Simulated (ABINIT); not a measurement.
# ZnWO4 (P2/c): a self-consistent loop beyond G0W0, cycle by cycle

How far does self-consistency move the gap of ZnWO4 (P2/c)?

Calculated with ABINIT 10.8.3; LDA and many-body steps on it, plane waves.

**What was measured.**

- Gap 3.9 eV: direct gap from absorption edge with Urbach fit (lower value of the range); optical absorption; 300 K; bulk crystal (thin cleaved platelet of Czochralski crystal, 10-30 um thick) (“Optical absorption of divalent metal tungstates: Correlation between the band-gap energy and the cation ionic radius”, 2008, arxiv:0807.2115).

## Step 1: Set-up

Symmetry: P2/c, No. 13, monoclinic system. Conventional cell: a = 4.699 Å, b = 5.729 Å, c = 4.937 Å, α = 90.00°, β = 90.61°, γ = 90.00°. Zn has 6 O at 2.03 to 2.23 Å nearest. Nearest to W lie 6 O at 1.80 to 2.14 Å. Nearest to O lie 2 W at 1.92 to 2.14 Å and 1 Zn at 2.03 Å. Nearest to O lie 1 W at 1.80 Å and 2 Zn at 2.09 to 2.23 Å. Farther neighbours and most contacts between anions are not listed.

The cell and positions come from the Crystallography Open Database and are kept as given unless a step says otherwise. Spin-orbit coupling is left out unless a step names it.

## Step 2: Empty states on the mesh, 2×2×2 mesh, 160 bands

This step: ABINIT 10.8.3; DFT, LDA, plane waves, norm-conserving pseudopotentials.

The sums over transitions need many empty states on a uniform mesh; this step solves for them.

File run.abi:

```
acell 3*1.0 Angstrom
rprim 
  4.698600000000 0.000000000000 0.000000000000
  0.000000000000 5.729300000000 0.000000000000
  -0.052988409000 0.000000000000 4.936415614400
ntypat 3
znucl 30 74 8
natom 12
typat 1 1 2 2 3 3 3 3 3 3 3 3
xred 
  0.500000000000 0.684000000000 0.250000000000
  0.500000000000 0.316000000000 0.750000000000
  0.000000000000 0.182580000000 0.250000000000
  0.000000000000 0.817420000000 0.750000000000
  0.216900000000 0.105100000000 0.936300000000
  0.783100000000 0.105100000000 0.563700000000
  0.783100000000 0.894900000000 0.063700000000
  0.216900000000 0.894900000000 0.436300000000
  0.256500000000 0.377700000000 0.399600000000
  0.743500000000 0.377700000000 0.100400000000
  0.743500000000 0.622300000000 0.600400000000
  0.256500000000 0.622300000000 0.899600000000
pp_dirpath "pseudos"
pseudos "Zn.upf, W.upf, O.upf"
ecut 36
ngkpt 2 2 2
nshiftk 1
shiftk 0 0 0
kptopt 1
chksymbreak 0
iscf -2
irdden 1
istwfk *1
nband 160
nbdbuf 14
tolwfr 1e-09
nstep 60
prtvol 0
indata_prefix "in"
outdata_prefix "out"
tmpdata_prefix "tmp"
```

Run with:

```bash
$ OMP_NUM_THREADS=1 mpirun -n 4 abinit run.abi > log
```

Numbers of over 12 decimals in the logs are rounded to 6 here.

The program printed:

```text
.Version 10.8.3 of ABINIT. v10.8.2 released Aug 2026.

 Symmetries : space group P2/c (# 13); Bravais mP (primitive monocl.)
[... echo of the input left out ...]
== DATASET  1 ==================================================================
-   mpi_nproc: 4, omp_nthreads: 1 (-1 if OMP is not activated)

--- !DatasetInfo
iteration_state: {dtset: 1, }
dimensions: {natom: 12, nkpt: 8, mband: 160, nsppol: 1, nspinor: 1, nspden: 1, mpw: 9268, }
cutoff_energies: {ecut:  36.0, pawecutdg:  -1.0, }
[...]
1.60498    1.64327    1.64684    1.64969    1.65332    1.67294    1.67511    1.68800
   1.68970    1.72555    1.74580    1.76019    1.76638    1.77574    1.80437    1.80615
 prteigrs : prtvol=0 or 1, do not print more k-points.

== END DATASET(S) ==============================================================
================================================================================

 -outvars: echo values of variables after computation  --------
            nband         160
             nkpt           8
          spgroup          13
 [... the other variables as echoed above ...]

 Calculation completed.
```

The job ended after 3.9 min (4 MPI ranks of Intel Xeon Platinum 8124M at 3.00GHz (Skylake/Cascade Lake), shared host; peak memory 0.61 GiB; 16 min of CPU time).

Numbers from this step:

* gap: 2.885 eV
* k of the valence top: 0, 0.5, 0
* k of the conduction bottom: 0, 0.5, 0
* least direct gap: 2.885 eV
* k points computed: 8
* lowest point of the top converged band, above the valence top: 38.66 eV

On this mesh the gap is 2.885 eV.

The density comes from a self-consistent run that is not shown.

## Step 3: Screening, 2×2×2 mesh, 146 bands, screening to 106.1 eV

The RPA dielectric matrix is built and inverted for each q.

This step: RPA screening on LDA, plane waves, norm-conserving pseudopotentials.

run.abi: that of step 2 with these lines changed.

```diff
@@ -30,10 +30,11 @@
 chksymbreak 0
-iscf -2
-irdden 1
 istwfk *1
-nband 160
-nbdbuf 14
-tolwfr 1e-09
-nstep 60
-prtvol 0
+occopt 1
+irdwfk 1
+optdriver 3
+nband 146
+ecuteps 3.9
+inclvkb 2
+awtr 1
+symchi 1
 indata_prefix "in"
```

The program printed:

```text
.Version 10.8.3 of ABINIT. v10.8.2 released Aug 2026.

 Symmetries : space group P2/c (# 13); Bravais mP (primitive monocl.)
[... echo of the input left out ...]
== DATASET  1 ==================================================================
-   mpi_nproc: 4, omp_nthreads: 1 (-1 if OMP is not activated)

--- !DatasetInfo
iteration_state: {dtset: 1, }
dimensions: {natom: 12, nkpt: 8, mband: 146, nsppol: 1, nspinor: 1, nspden: 1, mpw: 9268, }
cutoff_energies: {ecut:  36.0, pawecutdg:  -1.0, }
electrons: {nelect:   1.16000000E+02, charge:   0.00000000E+00, occopt:   1.00000000E+00, tsmear:   1.00000000E-02, }

 SCREENING: Calculation of the susceptibility and dielectric matrices

 Based on a program developped by R.W. Godby, V. Olevano, G. Onida, and L. Reining.
 Incorporated in ABINIT by V. Olevano, G.-M. Rignanese, and M. Torrent.
.Using double precision arithmetic ; gwpc =  8

[... cell and pseudopotentials left out ...]
--------------------------------------------------------------------------------

 ==== K-mesh for the wavefunctions ====
 Number of points in the irreducible wedge :     8
[... list of points left out ...]
 Together with  4 symmetry operations and time-reversal symmetry
 yields     8 points in the full Brillouin Zone.

 ==== Q-mesh for the screening function ====
 Number of points in the irreducible wedge :     8
[... list of points left out ...]
 Together with  4 symmetry operations and time-reversal symmetry
 yields     8 points in the full Brillouin Zone.

 setmesh: FFT mesh size selected  =    32x   40x   36
          total number of points  =        46080

 vcoul_init : cutoff-mode = AUXILIARY_FUNCTION
 q-points for optical limit:   1
     1)      0.000010    0.000020    0.000030

- screening: taking advantage of time-reversal symmetry
- Maximum band index for partially occupied states nbvw = 58
- Remaining bands to be divided among processors   nbcw = 88
- Number of bands treated by each node ~22

 Number of electrons calculated from density =  116.0000; Expected =  116.0000
 average of density, n =  0.129354
 r_s =    1.2266
 omega_plasma =   34.6933 [eV]

 calculating chi0 at frequencies [eV] :
  1    0.000000E+00    0.000000E+00
  2    0.000000E+00    3.469328E+01

--------------------------------------------------------------------------------
  q-point number  1        q = ( 0.000000, 0.000000, 0.000000) [r.l.u.]
--------------------------------------------------------------------------------
[... chi0 elements left out ...]
 For q-point:  0.000010 0.000020 0.000030
  dielectric constant =   5.5377
  dielectric constant without local fields =   6.3141

  Average fulfillment of the sum rule on Im[epsilon] for q-point    1 :     36.12  [%]
[... wings left out ...]
  q-point number  2        q = ( 0.500000, 0.000000, 0.000000) [r.l.u.]
--------------------------------------------------------------------------------
[... chi0 elements left out ...]
  Average fulfillment of the sum rule on Im[epsilon] for q-point    2 :     41.25  [%]

 [... 6 further q-points ...]
```

The job ended after 6.7 min (4 MPI ranks; peak memory 3.2 GiB; 27 min of CPU time).

This step gave:

```yaml
eps_infinity_with_local_fields_on_this_mesh_along_the_program_s_q_direction: 5.538
the_same_without_local_fields: 6.314
plasma_frequency: 34.69 eV
plane_waves_in_the_screening_matrix: 333
```

Local fields lower ε∞ by 12 %. On a Γ-centred mesh this coarse the value itself is usually too large, while a short band sum pulls it down.

## Step 4: G0W0

The self-energy is evaluated for the states that the input lists, and the levels follow from it, in one-shot runs by the linearised quasiparticle equation.

This step: G0W0 on LDA, plane waves, norm-conserving pseudopotentials.

run.abi: that of step 3 with these lines changed.

```diff
@@ -33,8 +33,17 @@
 irdwfk 1
-optdriver 3
+optdriver 4
 nband 146
+gwcalctyp 0
+ecutsigx 36
+symsigma 1
+nkptgw 2
+kptgw 
+  0.0000000000 0.5000000000 0.0000000000
+  0.0000000000 0.0000000000 0.0000000000
+bdgw 
+  57 60
+  57 60
 ecuteps 3.9
-inclvkb 2
-awtr 1
-symchi 1
+irdscr 1
+ppmodel 1
 indata_prefix "in"
```

The program printed:

```text
.Version 10.8.3 of ABINIT. v10.8.2 released Aug 2026.

 Symmetries : space group P2/c (# 13); Bravais mP (primitive monocl.)
[... echo of the input left out ...]
== DATASET  1 ==================================================================
-   mpi_nproc: 4, omp_nthreads: 1 (-1 if OMP is not activated)

--- !DatasetInfo
iteration_state: {dtset: 1, }
dimensions: {natom: 12, nkpt: 8, mband: 146, nsppol: 1, nspinor: 1, nspden: 1, mpw: 9268, }
cutoff_energies: {ecut:  36.0, pawecutdg:  -1.0, }
electrons: {nelect:   1.16000000E+02, charge:   0.00000000E+00, occopt:   1.00000000E+00, tsmear:   1.00000000E-02, }

 SIGMA: Calculation of the GW corrections

 Based on a program developped by R.W. Godby, V. Olevano, G. Onida, and L. Reining.
 Incorporated in ABINIT by V. Olevano, G.-M. Rignanese, and M. Torrent.
.Using double precision arithmetic ; gwpc =  8

[... cell and pseudopotentials left out ...]
--------------------------------------------------------------------------------

 ==== K-mesh for the wavefunctions ====
 Number of points in the irreducible wedge :     8
[... list of points left out ...]
 Together with  4 symmetry operations and time-reversal symmetry
 yields     8 points in the full Brillouin Zone.

 ==== Q-mesh for screening function ====
 Number of points in the irreducible wedge :     8
[... list of points left out ...]
 Together with  4 symmetry operations and time-reversal symmetry
 yields     8 points in the full Brillouin Zone.

 vcoul_init : cutoff-mode = AUXILIARY_FUNCTION
 q-points for optical limit:   1
     1)      0.000010    0.000020    0.000030
 setmesh: FFT mesh size selected  =    48x   60x   54
          total number of points  =       155520

 Number of electrons calculated from density =  116.0000; Expected =  116.0000
 average of density, n =  0.129354
 r_s =    1.2266
 omega_plasma =   34.6933 [eV]

 === KS Band Gaps ===
  >>>> For spin  1
   Minimum direct gap =   2.8848 [eV], located at k-point      :   0.0000  0.5000  0.0000
   Fundamental gap    =   2.8848 [eV], Top of valence bands at :   0.0000  0.5000  0.0000
                                       Bottom of conduction at :   0.0000  0.5000  0.0000
 SIGMA fundamental parameters:
 PLASMON POLE MODEL  1
 number of plane-waves for SigmaX                 9239
 number of plane-waves for SigmaC and W            333
 number of plane-waves for wavefunctions          9239
 number of bands                                   146
 number of independent spin polarizations            1
 number of spinorial components                      1
 number of k-points in IBZ                           8
 number of q-points in IBZ                           8
 number of symmetry operations                       4
 number of k-points in BZ                            8
 number of q-points in BZ                            8
 number of frequencies for dSigma/dE                 9
 frequency step for dSigma/dE [eV]                0.25
 number of omega for Sigma on real axis              0
 max omega for Sigma on real axis  [eV]           0.00
 zcut for avoiding poles [eV]                     0.10

 EPSILON^-1 parameters (SCR file):
 dimension of the eps^-1 matrix on file            333
 dimension of the eps^-1 matrix used               333
 number of plane-waves for wavefunctions          9239
 number of bands                                   146
 number of q-points in IBZ                           8
 number of frequencies                               2
 number of real frequencies                          1
 number of imag frequencies                          1

 matrix elements of self-energy operator (all in [eV])

 Perturbative Calculation

--- !SelfEnergy_ee
iteration_state: {dtset: 1, }
kpoint     : [   0.000,    0.500,    0.000, ]
spin       : 1
KS_gap     :    2.885
QP_gap     :    4.861
Delta_QP_KS:    1.976
data: !SigmaeeData |
     Band     E0 <VxcDFT>   SigX SigC(E0)      Z dSigC/dE  Sig(E)    E-E0       E
       57   4.742 -19.654 -24.513   5.005   0.779  -0.284 -19.540   0.114   4.856
       58   5.227 -21.861 -26.937   5.135   0.785  -0.274 -21.815   0.046   5.273
       59   8.112 -17.482 -11.800  -3.234   0.826  -0.211 -15.459   2.022  10.134
       60   9.036 -18.313 -12.496  -3.171   0.817  -0.224 -16.151   2.161  11.198

--- !SelfEnergy_ee
iteration_state: {dtset: 1, }
kpoint     : [   0.000,    0.000,    0.000, ]
spin       : 1
KS_gap     :    3.593
QP_gap     :    5.491
Delta_QP_KS:    1.898
data: !SigmaeeData |
     Band     E0 <VxcDFT>   SigX SigC(E0)      Z dSigC/dE  Sig(E)    E-E0       E
       57   4.970 -19.938 -24.944   5.154   0.778  -0.285 -19.823   0.115   5.085
       58   4.982 -20.589 -25.550   5.092   0.782  -0.278 -20.486   0.103   5.085
       59   8.574 -17.732 -12.475  -2.813   0.819  -0.221 -15.731   2.001  10.576
       60   9.029 -18.252 -12.564  -3.119   0.818  -0.223 -16.151   2.101  11.130

== END DATASET(S) ==============================================================
================================================================================

 -outvars: echo values of variables after computation  --------
           etotal      0.0000000000E+00
            nband         146
             nkpt           8
          spgroup          13
 [... the other variables as echoed above ...]

 Calculation completed.
```

Wall time 35 s (4 MPI ranks); peak memory 1.9 GiB; 2.3 min of CPU time.

Numbers from this step:

| Quantity | Value |
| --- | --- |
| G0W0 gap on the points computed | 4.861 eV |
| starting gap on the mesh | 2.885 eV |
| k of the valence top | 0, 0.5, 0 |
| k of the conduction bottom | 0, 0.5, 0 |
| Z at the valence top | 0.785 |
| Z at the conduction bottom | 0.826 |
| least direct G0W0 gap on the computed points | 4.861 eV |

The gap on the mesh goes from 2.88 eV to 4.86 eV, a correction of +1.98 eV.

## Step 5: evGW0, cycle 1

This step: evGW0 on LDA, plane waves, norm-conserving pseudopotentials.

run.abi: that of step 4 with these lines changed.

```diff
@@ -35,12 +35,24 @@
 nband 146
-gwcalctyp 0
+gwcalctyp 10
 ecutsigx 36
 symsigma 1
-nkptgw 2
+nkptgw 8
 kptgw 
+  0.0000000000 0.0000000000 0.0000000000
+  0.5000000000 0.0000000000 0.0000000000
   0.0000000000 0.5000000000 0.0000000000
-  0.0000000000 0.0000000000 0.0000000000
+  0.5000000000 0.5000000000 0.0000000000
+  0.0000000000 0.0000000000 0.5000000000
+  0.5000000000 0.0000000000 0.5000000000
+  0.0000000000 0.5000000000 0.5000000000
+  0.5000000000 0.5000000000 0.5000000000
 bdgw 
-  57 60
-  57 60
+  25 74
+  25 74
+  25 74
+  25 74
+  25 74
+  25 74
+  25 74
+  25 74
 ecuteps 3.9
```

The program printed:

```text
.Version 10.8.3 of ABINIT. v10.8.2 released Aug 2026.

 Symmetries : space group P2/c (# 13); Bravais mP (primitive monocl.)
[... echo of the input left out ...]
== DATASET  1 ==================================================================
-   mpi_nproc: 4, omp_nthreads: 1 (-1 if OMP is not activated)

--- !DatasetInfo
iteration_state: {dtset: 1, }
dimensions: {natom: 12, nkpt: 8, mband: 146, nsppol: 1, nspinor: 1, nspden: 1, mpw: 9268, }
cutoff_energies: {ecut:  36.0, pawecutdg:  -1.0, }
electrons: {nelect:   1.16000000E+02, charge:   0.00000000E+00, occopt:   1.00000000E+00, tsmear:   1.00000000E-02, }

 SIGMA: Calculation of the GW corrections

 Based on a program developped by R.W. Godby, V. Olevano, G. Onida, and L. Reining.
 Incorporated in ABINIT by V. Olevano, G.-M. Rignanese, and M. Torrent.
.Using double precision arithmetic ; gwpc =  8

[... cell and pseudopotentials left out ...]
--------------------------------------------------------------------------------

 ==== K-mesh for the wavefunctions ====
 Number of points in the irreducible wedge :     8
[... list of points left out ...]
 Together with  4 symmetry operations and time-reversal symmetry
 yields     8 points in the full Brillouin Zone.

 ==== Q-mesh for screening function ====
 Number of points in the irreducible wedge :     8
[... list of points left out ...]
 Together with  4 symmetry operations and time-reversal symmetry
 yields     8 points in the full Brillouin Zone.

 vcoul_init : cutoff-mode = AUXILIARY_FUNCTION
 q-points for optical limit:   1
     1)      0.000010    0.000020    0.000030
 setmesh: FFT mesh size selected  =    48x   60x   54
          total number of points  =       155520

 Number of electrons calculated from density =  116.0000; Expected =  116.0000
[...]
spin       : 1
KS_gap     :    3.635
QP_gap     :    5.719
Delta_QP_KS:    2.083
data: !SigmaeeData |
     Band     E_DFT   <VxcDFT>   E(N-1)  <Hhartree>   SigX  SigC[E(N-1)]    Z     dSigC/dE  Sig[E(N)]  DeltaE  E(N)_pert E(N)_diago
[...]
--- !SelfEnergy_ee
iteration_state: {dtset: 1, }
kpoint     : [   0.500,    0.500,    0.500, ]
spin       : 1
KS_gap     :    3.984
QP_gap     :    6.013
Delta_QP_KS:    2.029
data: !SigmaeeData |
     Band     E_DFT   <VxcDFT>   E(N-1)  <Hhartree>   SigX  SigC[E(N-1)]    Z     dSigC/dE  Sig[E(N)]  DeltaE  E(N)_pert E(N)_diago
[...]
73    16.337   -15.194    16.337    31.531    -8.643    -4.190     0.814    -0.228   -13.271     1.923    18.261    18.699
       74    16.337   -15.194    16.337    31.531    -8.643    -4.190     0.814    -0.228   -13.271     1.923    18.261    18.699

 New Fermi energy :        2.911522E-01 Ha ,    7.922655E+00 eV

 === QP Band Gaps ===
  >>>> For spin  1
   Minimum direct gap =   5.2741 [eV], located at k-point      :   0.0000  0.5000  0.0000
   Fundamental gap    =   5.2741 [eV], Top of valence bands at :   0.0000  0.5000  0.0000
                                       Bottom of conduction at :   0.0000  0.5000  0.0000

 writing QP data on file : out_QPS

 Convergence of QP corrections
 >>>>> For spin  1 <<<<<
.  kptgw no:  1; Maximum DeltaE = (  -0.342  -0.000) for band index: 46
.  kptgw no:  2; Maximum DeltaE = (  -0.393   0.000) for band index: 47
.  kptgw no:  3; Maximum DeltaE = (  -0.131   0.001) for band index: 46
[...]
.  kptgw no:  7; Maximum DeltaE = (  -0.499   0.003) for band index: 44
.  kptgw no:  8; Maximum DeltaE = (  -0.072   0.001) for band index: 46

== END DATASET(S) ==============================================================
================================================================================

 -outvars: echo values of variables after computation  --------
           etotal      0.0000000000E+00
            nband         146
             nkpt           8
          spgroup          13
 [... the other variables as echoed above ...]

 Calculation completed.
```

Run time: 20 min. Hardware: 4 MPI ranks; peak memory 5.6 GiB; 78 min of CPU time.

Numbers from this step:

```
quasiparticle gap on the mesh                         : 5.274 eV
gap of the density functional on the mesh             : 2.885 eV
k of the valence top                                  : 0, 0.5, 0
k of the conduction bottom                            : 0, 0.5, 0
Z at the valence top                                  : 0.785
Z at the conduction bottom                            : 0.826
least direct quasiparticle gap on the computed points : 5.274 eV
```

Against G0W0 in ABINIT (2×2×2 mesh, 146 bands, screening to 106.1 eV, Godby-Needs plasmon pole), the gap moves by +0.413 eV. This first cycle still uses the starting levels; it takes the full correction, at all points of the mesh, and its linearised value is 4.861 eV.

[end of part 1 of 2]

[Paths, hosts, dates, memory and timing lines, banners, echoed tables and standing remarks are left out of the program output.]

[Logs are printed without paths, hosts, clocks, repeated set-up lines and the standing remarks that a program may print on its own settings, such as how far it seeks lower states.]

[Runs of the session that timed out or met a known fault of the program may be left out.]

[Hosts, paths, dates, database ids (printed as entryN), source tags and the programs' standing remarks are cut or masked in the printed files.]

[G0W0 gaps are taken among the corrected bands and points alone; a level outside them can change the order at an edge.]

[Where Ansatz stands beside ABINIT at settings called matched, ABINIT's density can come from a denser mesh and the files from another edition; pairs whose starting gaps differed by over 0.03 eV were left out, so agreement reads better than it is.]
